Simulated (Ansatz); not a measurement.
## SiC (P6_3mc):Nb_Si, thermodynamic levels from a 108-atom cell

Aim: at which Fermi levels does Nb_Si in SiC (P6_3mc) change its charge? The model is a cell of 108 host atoms with 1 Si taken out and 1 Nb put in.

Method: place-levels on r2SCAN runs: charge-transition levels and formation energies with image-charge correction and potential alignment at the atomic sites; PAW set soft_1, in Ansatz 0.2.0.

**Measured values to reproduce.**

For SiC, 6H (bulk crystal, literature), “Charge spill-out and work function of few-layer graphene on SiC(0001)” (2018, arxiv:1806.04908) quotes earlier work: band gap (indirect gap, experimental literature value) 3.03 eV [Literature value cited in passing in the theory part; temperature and measurement method …].

Report form: the programs' logs are mostly left out.

**1. Starting point**

The cell holds 108 atoms: 53 Si, 54 C and 1 Nb. Its edges and angles: a = 9.236 Å, b = 9.236 Å, c = 15.108 Å, α = 90.0°, β = 90.0°, γ = 120.0°. It derives from SiC (space group P6_3mc). Nearest the centre at fractional (0.667, 0.667, 0.500): Nb101 at 0.00 Å, C71 at 1.89 Å, C107 at 1.89 Å, C59 at 1.89 Å, C104 at 1.89 Å, Si77 at 3.08 Å, Si53 at 3.08 Å, Si5 at 3.08 Å.

Known beforehand: the electronic dielectric constant, (7.09, 7.09, 7.35), and the static one, (10.43, 10.43, 10.95), computed on the host (DFPT, PBEsol, on the r2SCAN cell), and a cell off the functional's own equilibrium shifts the ionic part.

The cell's shortest repeat is 9.2 Å.

**2. The runs of each charge state**

A transition level is the Fermi level at which two charge states cost the same, so each charge needs its own total energy, at its own relaxed structure.

Each atom starts 0.05 Å or so off its site in a random direction: a symmetric start keeps its symmetry, and would miss off-centre moves and Jahn–Teller distortions. Forces are taken at one point at (¼, ¼, ¼). The cell holds 1 electron more than the neutral one, with a uniform background that keeps it neutral on the whole.

The sampling was tested on the host first: at the k-points planned (1x1x1 shifted 0.25 0.25 0.25) its energy lies -0.041 eV an atom from the dense-mesh value, a large miss, so this sampling is coarse for the host.

One state's input; the others differ in charge, spin, start and seed, and in occupations where the table says so.

qm1.relax/input.yaml reads:

```yaml
crystal:
  lattice:
    - [9.23599493, 0.0, 0.0]
    - [-4.61799746, 7.99860624, 0.0]
    - [0.0, 0.0, 15.1078644]
  atoms:
    - { symbol: Si, position: [0.11111111, 0.22222222, 0.8329854] }
    - { symbol: Si, position: [0.22222222, 0.11111111, 0.3329854] }
[... 2 atom lines left out ...]
    - { symbol: Si, position: [0.0, 0.0, 0.49972248] }
[... 17 atom lines left out ...]
    - { symbol: C, position: [0.22222222, 0.44444444, 0.54152848] }
[... 5 atom lines left out ...]
    - { symbol: Si, position: [0.0, 0.66666667, 0.49972248] }
[... 20 atom lines left out ...]
    - { symbol: Si, position: [0.55555556, 0.44444444, 0.3329854] }
    - { symbol: Si, position: [0.55555556, 0.44444444, 0.66650102] }
[... 1 atom line left out ...]
    - { symbol: Si, position: [0.33333333, 0.33333333, 0.49972248] }
[... 5 atom lines left out ...]
    - { symbol: C, position: [0.55555556, 0.44444444, 0.54152848] }
[... 2 atom lines left out ...]
    - { symbol: Si, position: [0.55555556, 0.77777778, 0.3329854] }
    - { symbol: Si, position: [0.55555556, 0.77777778, 0.66650102] }
[... 1 atom line left out ...]
    - { symbol: Si, position: [0.33333333, 0.66666667, 0.49972248] }
[... 5 atom lines left out ...]
    - { symbol: C, position: [0.55555556, 0.77777778, 0.54152848] }
[... 5 atom lines left out ...]
    - { symbol: Si, position: [0.66666667, 0.0, 0.49972248] }
[... 5 atom lines left out ...]
    - { symbol: C, position: [0.88888889, 0.11111111, 0.54152848] }
[... 5 atom lines left out ...]
    - { symbol: Si, position: [0.66666667, 0.33333333, 0.49972248] }
[... 5 atom lines left out ...]
    - { symbol: C, position: [0.88888889, 0.44444444, 0.54152848] }
[... 2 atom lines left out ...]
    - { symbol: Si, position: [0.88888889, 0.77777778, 0.3329854] }
    - { symbol: Si, position: [0.88888889, 0.77777778, 0.66650102] }
[... 1 atom line left out ...]
    - { symbol: Nb, position: [0.66666667, 0.66666667, 0.49972248] }
[... 2 atom lines left out ...]
    - { symbol: C, position: [0.66666667, 0.66666667, 0.37436694] }
[... 2 atom lines left out ...]
    - { symbol: C, position: [0.88888889, 0.77777778, 0.54152848] }
    - { symbol: C, position: [0.77777778, 0.88888889, 0.04152848] }
  host:
    repeats: [3, 3, 1]
    atoms:
      - { symbol: Si, position: [0.33333333, 0.66666667, 0.8329854] }
      - { symbol: Si, position: [0.66666667, 0.33333333, 0.3329854] }
      # ... 10 more atoms of the perfect host
total_charge: -1
basis:
  ecutwfc: 500
  xc_grid: 2
hamiltonian:
  xc: r2scan
  pseudopotentials: { kind: paw, azcp: { folder: soft_1 } }
kpoints:
  mp_grid: { grid: [1, 1, 1], shift: [0.25, 0.25, 0.25] }
scf:
  occupations: { method: fixed }
  max_iter: 100
output:
  forces: true
  charged_corrections:
    epsilon: [7.09, 7.09, 7.35]
    static_epsilon: [10.43, 10.43, 10.95]
    defect_position: [0.666667, 0.666667, 0.499722]
relax:
  f_tol: 0.02
  max_steps: 80
  random_displacement: { amplitude: 0.05, seed: 8701 }
checkpoint:
  write: "../qm1.relax.run"
  compress: false
  write_wavefunctions: true
  write_every: 100000
```

Started as:

```console
$ ansatz run input.yaml --threads 4 --pin off --max-ram 15073MiB --backend cpu --events-out ev --progress --plain --runs-dir out
```

Defect states can disperse in a cell of this size, so the energy is taken again at a 2×2×2 shifted mesh, on the relaxed structure.

The run of this state that the levels use, under r2SCAN:

qm1.point/input.yaml reads:

```yaml
crystal:
  checkpoint: "../qm1.relax.run"
  host: checkpoint
total_charge: -1
basis:
  ecutwfc: 500
  xc_grid: 2
hamiltonian:
  xc: r2scan
  pseudopotentials: { kind: paw, azcp: { folder: soft_1 } }
kpoints:
  mp_grid: { grid: [2, 2, 2], shift: [0.5, 0.5, 0.5] }
scf:
  occupations: { method: fermi_dirac, width: 0.01 }
  max_iter: 100
output:
  forces: true
  eigenvalues: true
  charged_corrections:
    epsilon: [7.09, 7.09, 7.35]
    static_epsilon: [10.43, 10.43, 10.95]
    defect_position: [0.666667, 0.666667, 0.499722]
  eigenstates: { localisation: true }
  populations: true
  band_densities: [{ bands: [v1, v1] }, { bands: [c1, c1] }]
  write_density: true
  write_potential: true
  volumetric_format: npy
  elf: true
checkpoint:
  read: "../qm1.relax.run"
  write: "../qm1.point.run"
  compress: false
  write_wavefunctions: false
  write_every: 100000
```

Relaxations under r2SCAN at one point at (¼, ¼, ¼); times on 4 threads of Arm Neoverse V1, shared host:

| charge | moment (μB) | occupations | outcome | steps | largest displacement against the far atoms (Å) | time |
| --- | --- | --- | --- | --- | --- | --- |
| −1 | 0 | fixed | converged | 10 | 0.24 | 5.5 min |
| −1 | 2 | fixed | converged | 10 | 0.27 | 14 min |
| 0 | 1 | fixed | converged | 8 | 0.20 | 11 min |
| +1 | 0 | fixed | converged | 6 | 0.15 | 3.4 min |
| +1 | 2 | fixed | converged | 7 | 0.22 | 9.5 min |

Single points under r2SCAN at a 2×2×2 shifted mesh; times on 4 threads of Arm Neoverse V1, shared host:

| charge | moment (μB) | occupations | outcome | time |
| --- | --- | --- | --- | --- |
| −1 | 0 | fermi-dirac | converged | 4.3 min |
| −1 | 2 | fermi-dirac | converged | 9.5 min |
| 0 | 1 | fermi-dirac | converged | 12 min |
| +1 | 0 | fermi-dirac | converged | 3.7 min |
| +1 | 2 | fermi-dirac | converged | 15 min |

Distances (Å) from Nb101 to the nearest atoms after relaxation with r2SCAN:

| charge | moment (μB) | 1. | 2. | 3. | 4. | 5. | 6. |
| --- | --- | --- | --- | --- | --- | --- | --- |
| −1 | 0 | C 2.03 | C 2.03 | C 2.08 | C 2.11 | Si 2.98 | Si 3.00 |
| −1 | 2 | C 2.07 | C 2.08 | C 2.09 | C 2.09 | Si 3.04 | Si 3.05 |
| 0 | 1 | C 2.04 | C 2.04 | C 2.06 | C 2.06 | Si 3.09 | Si 3.09 |
| +1 | 0 | C 2.00 | C 2.01 | C 2.02 | C 2.02 | Si 3.10 | Si 3.10 |
| +1 | 2 | C 2.05 | C 2.05 | C 2.06 | C 2.06 | Si 3.08 | Si 3.08 |

**3. Levels against the band edges, r2SCAN**

A charged cell interacts with its images and the background, and its potential has another zero than the host's. place-levels removes the first by a point-charge model, screened by the static dielectric constant since the ions have relaxed around the charge, and the second by comparing potentials at atoms far from the defect.

The host is a run of the defect-free crystal in the same cutoffs, grids and k-points, so that basis and sampling errors cancel in part in the differences. The host is run in a cell of 12 atoms on a matching mesh. Its band edges are searched through the zone by a band path, so the gap is smaller than, or equal to, that on the mesh. Chemical potentials are energies per atom of Si (diamond) and Nb (bcc), run with the same functional and cutoff.

levels.point.yaml reads:

```yaml
host:
  run: host.point.run
states: [qm1.point.run, qm1_M2.point.run, q0_M1.point.run, qp1.point.run, qp1_M2.point.run]
geometry_from:
  qm1.point.run: qm1.relax.run
  qm1_M2.point.run: qm1_M2.relax.run
  q0_M1.point.run: q0_M1.relax.run
  qp1.point.run: qp1.relax.run
  qp1_M2.point.run: qp1_M2.relax.run
  host.point.run: host.relax.run
chemical_potentials:
  Si:
    energy: -639.06578
    dataset: <sha256 of the dataset>
  Nb:
    energy: -4563.656891
    dataset: "<sha256 of the dataset>"
epsilon: [7.09, 7.09, 7.35]
static_epsilon: [10.43, 10.43, 10.95]
vertical:
  - { from: qm1.point.run, to: qm1.point_neutral.run }
  - { from: qm1_M2.point.run, to: qm1_M2.point_neutral.run }
  - { from: qp1.point.run, to: qp1.point_neutral.run }
  - { from: qp1_M2.point.run, to: qp1_M2.point_neutral.run }
```

Started as:

```console
$ ansatz place-levels levels.point.yaml -- --threads 4 --pin off --max-ram 15073MiB
```

The job ended after 0.84 s (4 threads of Arm Neoverse V1, shared host).

Levels between the charges placed, in eV above the valence top:

|  | gap (eV) | (+1/0) | (0/−1) |
| --- | --- | --- | --- |
| r2SCAN | 2.37 | 1.84 | 2.37 |

Corrections by state:

| charge | moment (μB) | image terms and alignment (eV) | band filling (eV) | ε used | over the lowest of its charge, as the program ranks them, band filling apart (eV) |
| --- | --- | --- | --- | --- | --- |
| +1 | 0.0 | 0.341 | - | principal values (10.43, 10.43, 10.95) | 0.000 |
| 0 | 1.0 | 0.000 | - | - | 0.000 |
| −1 | 2.0 | -0.032 | -0.058 | principal values (10.43, 10.43, 10.95) | 0.000 |
| +1 | 2.0 | 0.241 | - | principal values (10.43, 10.43, 10.95) | 2.119 |
| −1 | 0.0 | -0.056 | - | principal values (10.43, 10.43, 10.95) | 0.338 |

The charged structures listed were also run neutral, and place-levels reads from each pair, by the potential or the spins, how wide the charge is by which they differ; that can be the carrier of either run.

| charge | rms radius (Å) | spread where it is widest against the cell (Å) | wide from (Å) | reading |
| --- | --- | --- | --- | --- |
| +1 | 2.2 | 1.30 | 1.39 | narrow |
| −1 | 2.3 | 1.22 | 1.39 | narrow |

The neutral runs of these pairs need not share the spin of the lowest neutral state, and very wide values only mean spread over the cell.

From the program's caveats on the states, each cut to its opening words:

- charge 0 (1 μB), −1 (2 μB), +1 (2 μB): flagged: stability check not made
- charge −1 (2 μB): a band-filling correction moves a carrier to the host's band edge, which changes its energy by -0.058 eV
- charge +1 (2 μB): it parts from the run at its places by a charge that spreads by about 3.9 Å along one vector (1.4 Å or more is wide), by its potential at epsilon [7.09, 7.09, [...]
- charge +1 (2 μB): its alignment with the host at atomic sites is doubtful: the mean over the far sites moves by +0.1200 eV from their farther parts to their nearer, more than [...]
- charge +1 (2 μB): its sublattices stand up to 0.0172 Å off the host's, which by the two runs' forces adds about +0.01 eV to its energy against the host's, and moves the band [...]
- charge +1 (2 μB): its moments are held at its close (magnetization.spin_locking), by a field of 1.127 eV a Bohr magneton, and its energy and levels are of the state that this [...]
- charge −1: it parts from the run at its places by a charge that spreads by about 2.4 Å along one vector (1.4 Å or more is wide), by its potential at epsilon [7.09, 7.09, [...]
- charge −1: the host's ions (past the first shell or, of a walk that freed a part, those that it held) aren't shown at rest: they stand up to 0.069 Å off their sites, 1.17 [...]
- charge −1: its sublattices stand up to 0.0147 Å off the host's, which by the two runs' forces adds about +0.01 eV to its energy against the host's, and moves the band [...]

The host's formation energy from the elements is -0.356 eV per atom; it sets how far the chemical potentials can move.

Limit set by the element alone; other compounds of these elements are not counted. Chemical potentials from the elements' reference states: C 0.00 eV, Si -0.71 eV, Nb 0.00 eV. Formation energies (C-rich), with the Fermi level at the valence top and at the conduction bottom (gap 2.37 eV):

| charge | at valence top (eV) | at conduction bottom (eV) | correction included (eV) |
| --- | --- | --- | --- |
| +1 | 0.98 | 3.35 | 0.34 |
| 0 | 2.82 | 2.82 | 0.00 |
| −1 | 5.18 | 2.82 | -0.09 |

(Fermi level (eV), lowest formation energy (eV)): (0.00, 0.98), (0.22, 1.19), (0.43, 1.41), (0.65, 1.62), (0.86, 1.84), (1.08, 2.05), (1.29, 2.27), (1.51, 2.49), (1.72, 2.70), (1.94, 2.82), (2.15, 2.82), (2.37, 2.82)

Limit set by the element alone; other compounds of these elements are not counted. Chemical potentials from the elements' reference states: Si 0.00 eV, C -0.71 eV, Nb 0.00 eV. Formation energy by charge state (Si-rich; gap 2.37 eV):

| charge | at valence top (eV) | at conduction bottom (eV) | correction included (eV) |
| --- | --- | --- | --- |
| +1 | 1.69 | 4.06 | 0.34 |
| 0 | 3.53 | 3.53 | 0.00 |
| −1 | 5.90 | 3.53 | -0.09 |

Fermi level (eV), lowest formation energy (eV) and a bar from the least value:
```
     0.00       1.69 
     0.22       1.91 ####
     0.43       2.12 #######
     0.65       2.34 ###########
     0.86       2.55 ##############
     1.08       2.77 ##################
     1.29       2.98 #####################
     1.51       3.20 #########################
     1.72       3.41 ############################
     1.94       3.53 ##############################
     2.15       3.53 ##############################
     2.37       3.53 ##############################
```

**4. Effect of the sampling**

The relaxations' own energies give the levels at their sampling, for comparison.

levels.relax_mesh.yaml reads:

```yaml
host:
  run: host.relax.run
states: [qm1.relax.run, qm1_M2.relax.run, q0_M1.relax.run, qp1.relax.run, qp1_M2.relax.run]
chemical_potentials:
  Si:
    energy: -639.06578
    dataset: <sha256 of the dataset>
  Nb:
    energy: -4563.656891
    dataset: "<sha256 of the dataset>"
```

Started as:

```console
$ ansatz place-levels levels.relax_mesh.yaml -- --threads 4 --pin off --max-ram 15073MiB
```

Wall time 0.23 s (4 threads).

Levels between neighbouring charges, in eV above the valence top:

|  | gap (eV) | (+1/0) | (0/−1) |
| --- | --- | --- | --- |
| one point at (¼, ¼, ¼) | 2.38 | 1.82 | 2.46 |
| a 2×2×2 shifted mesh | 2.37 | 1.84 | 2.37 |

Going from one point at (¼, ¼, ¼) to a 2×2×2 shifted mesh moves the levels that carry no band-filling term by up to 0.02 eV and formation energies against the elements by up to 0.39 eV; band-filling terms, which differ between samplings, are in these energies.

**5. Results**

```
gap of the host                                                          : 2.37 eV (r2SCAN)
level (plus 1/0)                                                         : 1.84 eV above the valence top
level (0/minus 1)                                                        : 2.37 eV above the valence top, at the conduction bottom (2.43 eV above the valence top without the band-filling term)
lowest of the charges placed, just above the valence top (0.02 eV)       : +1
lowest of the charges placed, just below the conduction bottom (0.02 eV) : 0
lowest formation energy at mid-gap of the charges run, C-rich            : 2.16 eV
lowest formation energy at mid-gap of the charges run, Si-rich           : 2.88 eV
```

In words: Of the charges placed (−1, 0 and +1), the lowest changes at 1.84 eV (+1/0) above the valence top, in a gap of 2.37 eV. Charges above +1 were not placed, so these runs say nothing of levels that involve them. States placed: +1 at 0 μB and 2 μB; 0 at 1 μB; −1 at 2 μB and 0 μB. Other spin states or structures, where not listed, weren't placed. The program finds carriers beyond a band edge of the host and adds a band-filling term at charge −1 (-0.06 eV); steps to such a charge show no bound level, and a defect level inside a band would be read the same way. Nb is taken at its element; compounds, which aren't counted here, bound the chemical potentials and would shift these formation energies. Going from one point at (¼, ¼, ¼) to a 2×2×2 shifted mesh moves the levels that carry no band-filling term by up to 0.02 eV and formation energies against the elements by up to 0.39 eV; band-filling terms, which differ between samplings, are in these energies. The program doubts the alignment of potentials for at least one state, a sign that the cell is small. Limits: r2SCAN makes the gap too small and tends to spread out bound carriers; force components of up to 0.95 eV/Å remain in a run at the final settings.

Calculation against experiment:

| quantity | measured | r2SCAN |
| --- | --- | --- |
| band gap (least gap of the host) (eV) | 3.03 | 2.37 (-0.66 eV) |

Measured values from arxiv:1806.04908 (2018).

**Verdict.** The band gap is off by -0.66 eV: a clear miss. Local and semilocal functionals usually give gaps below the measured ones. Zero-point and thermal motion shift the measured gap.

[Logs are printed without paths, hosts, clocks, repeated set-up lines and the standing remarks that a program may print on its own settings, such as how far it seeks lower states.]

[Hosts, paths, dates, database ids (printed as entryN), source tags and the programs' standing remarks are cut or masked in the printed files.]

[Where a table of states has a column of steps, it counts the stored structures, which are thinned; the runs took as many ionic steps or more.]

[A defect's name tells the site on which it was built; relaxed atoms can leave that site.]

[For some hosts the program warned that the k-mesh of the response run may be too coarse for force constants and the static dielectric constant; such warnings are not shown here.]
